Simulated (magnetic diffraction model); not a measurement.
**Magnetic neutron pattern of Tm2VAg3**

Space group Pmm2 (no. 25), a = 3.7150 Å, b = 4.3590 Å, c = 7.7190 Å.

```csv
site,atom,x,y,z
1b,Tm,0,1/2,0.5060
1a,Tm,0,0,0.9886
1c,Ag,1/2,0,0.6620
1d,Ag,1/2,1/2,0.1673
1d,Ag,1/2,1/2,0.8403
1c,V,1/2,0,0.3380
```

This is a made-up structure (elements placed in a structure type, unrelaxed), so the numbers test the method and describe no known phase.

Only Tm is taken to order (form factors of Tm3+); orders and moment sizes are assumed, and not adapted to the symmetry. Radiation: neutrons of λ = 2.41 Å, 3° to 65°; isotropic B of 0.09 Å² (Tm), 0.1 Å² (Ag) and 0.12 Å² (V). Simulated constant-wavelength pattern: nuclear and magnetic terms add, the magnetic one as |2.695 fm × Σ f S⊥ exp(2πi Q·r) exp(−B s²)|², summed over all Q at one angle with the factor 1/(sin²θ cos θ). For collinear order S is the moment m, which repeats by lattice and centring translations R with the sign exp(−2πi k·R). Free-ion form factors, Sears's scattering lengths of 1992, no absorption; a label names one of the reflections at its angle. The strongest nuclear line in the range is 100, and lines under 0.2 are left out.

Assume the order k = (1/2 1/2 1/2), collinear moments along [100], 4.1 μB on Tm; signs + at (0, 1/2, 0.5060), − at (0, 0, 0.9886).

Predict the pattern, nuclear and magnetic parts apart.

```csv
2θ (°),index,nuclear,magnetic
17.96,(0 0 1),15.7,0.0
26.23,(1/2 1/2 -1/2),0.0,73.2
32.10,(0 1 0),4.4,0.0
36.39,(0 0 2),5.4,0.0
36.92,(1/2 1/2 3/2),0.0,54.9
37.02,(0 1 1),10.1,0.0
37.85,(1 0 0),0.9,0.0
42.20,(1 0 1),4.1,0.0
49.29,(0 1 2),2.9,0.0
50.45,(1 1 0),3.9,0.0
52.80,(1/2 1/2 5/2),0.0,30.9
53.51,(1 0 2),46.8,0.0
53.75,(1/2 3/2 1/2),0.0,29.9
53.98,(1 1 1),100.0,0.0
55.85,(0 0 3),2.3,0.0
60.41,(1/2 3/2 -3/2),0.0,24.2
61.56,(3/2 1/2 -1/2),0.0,2.5
63.78,(1 1 2),8.9,0.0
```

The strongest magnetic line in the range is (1/2 1/2 -1/2) at 26.23° (73.2). On top of the Lorentz factor, which all lines share, magnetic lines fade with angle because f falls: for Tm3+ it is 0.97, 0.87, 0.75 and 0.49 at sin θ/λ = 0.1, 0.2, 0.3 and 0.5 Å⁻¹, while nuclear lengths stay constant. The order has no net moment.

[Logs are printed without paths, hosts, clocks, repeated set-up lines and the standing remarks that a program may print on its own settings, such as how far it seeks lower states.]
